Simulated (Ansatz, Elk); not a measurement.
# Bonding as seen by X-rays: Sc3VN, part 2 of 2

Structure refinements treat a crystal as free atoms side by side. For a made-up structure of Sc3VN (cell and positions from a PBEsol relaxation) the runs below show what the calculated density changes in F(hkl).

Elk 11.2.3 (patched build); all-electron DFT.

So far: The starting structure; Ground state and structure factors; The magnetisation density.

The structure was built from a prototype and need not be the compound's stable phase.

**4. The highest occupied states alone**

Level of this step: DFT, PBE, all-electron APW+lo, Dirac cores, scalar-relativistic bands, static density, ferromagnetic start (Elk).

An energy window below the Fermi level keeps the highest occupied states, to see at which angles they scatter; shallow core shells can lie inside it and anion s states outside. No new self-consistency is needed.

elk.in reads:

```
tasks
  195

xctype
  20

spinpol
  .true.

rgkmax
  7.0

gmaxvr
  14.0

lmaxo
  7

lmaxapw
  8

swidth
  0.002

tshift
  .false.

ramdisk
  .false.

hmaxvr
  5.5

maxscl
  120

epspot
  1e-06

reducebf
  0.8

wsfac
  -0.102170 0.565320

sppath
  './'

avec
  8.30376200171 -0.00000000000 0.00000000000
  -0.00000000000 8.30376200171 0.00000000000
  0.00000000000 0.00000000000 8.30376200171

atoms
  3
  'V.in'
  1
  0.0000000000 -0.0000000000 -0.0000000000   0.000000 0.000000 -0.115000
  'Sc.in'
  3
  0.5000000000 0.5000000000 -0.0000000000   0.000000 0.000000 0.000000
  0.5000000000 -0.0000000000 0.5000000000   0.000000 0.000000 0.000000
  -0.0000000000 0.5000000000 0.5000000000   0.000000 0.000000 0.000000
  'N.in'
  1
  0.5000000000 0.5000000000 0.5000000000   0.000000 0.000000 0.000000

ngridk
  5 5 5
```

The run is started by

```console
> OMP_NUM_THREADS=4 elk
```

Numbers of over 12 decimals in the logs are rounded to 6 here.

The log of the run:

```text
┌─────────────────────────────────┐
│ Elk code version 11.2.3 started │
└─────────────────────────────────┘

Info(readinput): the functional depends on the density's gradient
 muffin-tin radial points multiplied by    2.00000
 (not where nrmtscf is given)

┌────────────────────┐
│ Current task : 195 │
└────────────────────┘
Info(checkmt): changed muffin-tin radius of species 2 (Sc) from   2.4000 to   2.3439
Info(checkmt): changed muffin-tin radius of species 3 (N) from   1.8000 to   1.7579

Info(sfacrho): density structure factors written to SFACRHO.OUT

 Energy window :  -0.1021700000      0.5653200000

┌──────────────────┐
│ Elk code stopped │
└──────────────────┘
```

It took 11 s on 4 threads of Arm Neoverse V1, shared host; peak memory 0.17 GiB.

States within 10 eV below the Fermi level hold 17.00 electrons; any levels below the window count with the cores. Their amplitudes can exceed the total, where window and core parts have opposite phase:

```
hkl  sin θ/λ (Å⁻¹)  abs F, window  abs F, all
100          0.114          0.768       4.056
110          0.161          3.825       7.530
111          0.197          0.326      57.417
200          0.228          3.577      63.342
210          0.254          0.503       2.266
211          0.279          1.745       5.097
220          0.322          2.044      52.145
221          0.341          0.046       1.252
300          0.341          0.123       1.327
310          0.360          0.936       4.018
```

**5. Another functional**

The difference from free atoms is small, so it is set against the change that LDA (Perdew-Wang) makes.

Edit elk.in of step 4 so:

```diff
@@ -1,6 +1,8 @@
 tasks
+  0
   195
+  196
 
 xctype
-  20
+  3
 
@@ -42,5 +44,2 @@
 
-wsfac
-  -0.102170 0.565320
-
 sppath
```

The run is started by

```console
> OMP_NUM_THREADS=4 elk
```

The log of the run:

```text
┌─────────────────────────┐
│ Elk code version 11.2.3 │
└─────────────────────────┘

All units are atomic (Hartree, Bohr, etc.)

┌─────────────────────────────────────────────────┐
│ Ground-state run starting from atomic densities │
└─────────────────────────────────────────────────┘

Lattice vectors :
   8.303762002      -0.000000000       0.000000000
  -0.000000000       8.303762002       0.000000000
   0.000000000       0.000000000       8.303762002

Reciprocal lattice vectors :
  0.7566673161       0.000000000      -0.000000000
[...]
total calculated charge     :    92.99906542
 total charge                :    93.00000000
 error                       :   0.9345794310E-03

Moments :
 interstitial                :   0.6072374884
 muffin-tins
  species : 1 (V)
[...]
species : 2 (Sc)
[...]
atom 3                    :   0.1929168658E-01
  species : 3 (N)
   atom 1                    :   0.2064046373E-01
 total in muffin-tins        :    2.111197484
 total moment                :    2.718434973

┌──────────────────────────────┐
│ Self-consistent loop stopped │
└──────────────────────────────┘

Wrote STATE.OUT
[key lines of the parts left out:]
total energy                :     -3289.4394263030
```

It took 66 s on 4 threads; peak memory 0.21 GiB.

Against the first run R = 0.07 %; the largest change is -0.059 at 220. The moment goes from 2.93 to 2.72 μB.

**6. A coarser k-mesh**

About half the k-points along each axis test the sampling.

Edit elk.in of step 5 so:

```diff
@@ -6,3 +6,3 @@
 xctype
-  3
+  20
 
@@ -67,2 +67,2 @@
 ngridk
-  5 5 5
+  2 2 2
```

The run is started by

```console
> OMP_NUM_THREADS=4 elk
```

The log of the run:

```text
┌─────────────────────────┐
│ Elk code version 11.2.3 │
└─────────────────────────┘

All units are atomic (Hartree, Bohr, etc.)

┌─────────────────────────────────────────────────┐
│ Ground-state run starting from atomic densities │
└─────────────────────────────────────────────────┘

Lattice vectors :
   8.303762002      -0.000000000       0.000000000
  -0.000000000       8.303762002       0.000000000
   0.000000000       0.000000000       8.303762002

Reciprocal lattice vectors :
  0.7566673161       0.000000000      -0.000000000
[...]
total calculated charge     :    92.99905347
 total charge                :    93.00000000
 error                       :   0.9465250485E-03

Moments :
 interstitial                :    1.372166641
 muffin-tins
  species : 1 (V)
[...]
species : 2 (Sc)
[...]
atom 3                    :   0.2419263812
  species : 3 (N)
   atom 1                    :   0.1799497474E-01
 total in muffin-tins        :    3.262508796
 total moment                :    4.634675436

┌──────────────────────────────┐
│ Self-consistent loop stopped │
└──────────────────────────────┘

Wrote STATE.OUT
[key lines of the parts left out:]
total energy                :     -3296.8421341413
```

It took 75 s on 4 threads; peak memory 0.38 GiB.

Against the first run R = 0.06 %; the largest change is -0.044 at 200. The moment goes from 2.93 to 4.63 μB.

**7. Settings against the effect**

```
              run  R against the first run (%)  R against neutral atoms, low angle (%)  wall time
    PBE, rgkmax 7                         0.00                                    1.50    2.1 min
LDA (Perdew-Wang)                         0.07                                    1.47       66 s
     k-mesh 2×2×2                         0.06                                    1.54       75 s
```

**8. Summary of results**

```
R against neutral atoms, sin θ/λ < 0.3 Å⁻¹ : 1.50 %
R against neutral atoms, 0.3 to 0.82 Å⁻¹   : 0.43 %
```

Independent neutral atoms miss the calculated amplitudes by R = 1.50 % below 0.3 Å⁻¹ and 0.43 % from there to 0.82 Å⁻¹; by shells, 4.42 % below 0.15 Å⁻¹ (1 form), 1.44 % 0.15 to 0.3 (5 forms), 0.43 % 0.3 to 0.45 (8 forms), 0.43 % above 0.45 (49 forms). Bonding, aspherical density and the tables' own atoms all enter these figures, and the runs don't part them. The largest change of an amplitude is -0.73 electrons, at 111. The magnetic order is that of the start. No other order was tried here, and an antiferromagnetic one would change or move the magnetic intensity. The window's part falls from 17.0 electrons at the origin to at most 0.73 between 0.45 and 0.82 Å⁻¹. Below 0.3 Å⁻¹ the changes that finished (LDA (Perdew-Wang) and k-mesh 2×2×2) move F by R = 0.11 % at most, against the 1.50 % that separates it from free atoms. The magnetic factors move by R = 7.4 % (LDA (Perdew-Wang)) and 17.2 % (k-mesh 2×2×2), so they aren't settled to better than that. The basis has no finished test. Part of the difference isn't bonding: the tables are fits to free atoms and ions calculated by other methods than this functional. Thermal motion, anomalous dispersion and extinction are left out.

[Logs are printed without paths, hosts, clocks, repeated set-up lines and the standing remarks that a program may print on its own settings, such as how far it seeks lower states.]

[Hosts, paths, dates, database ids (printed as entryN), source tags and the programs' standing remarks are cut or masked in the printed files.]
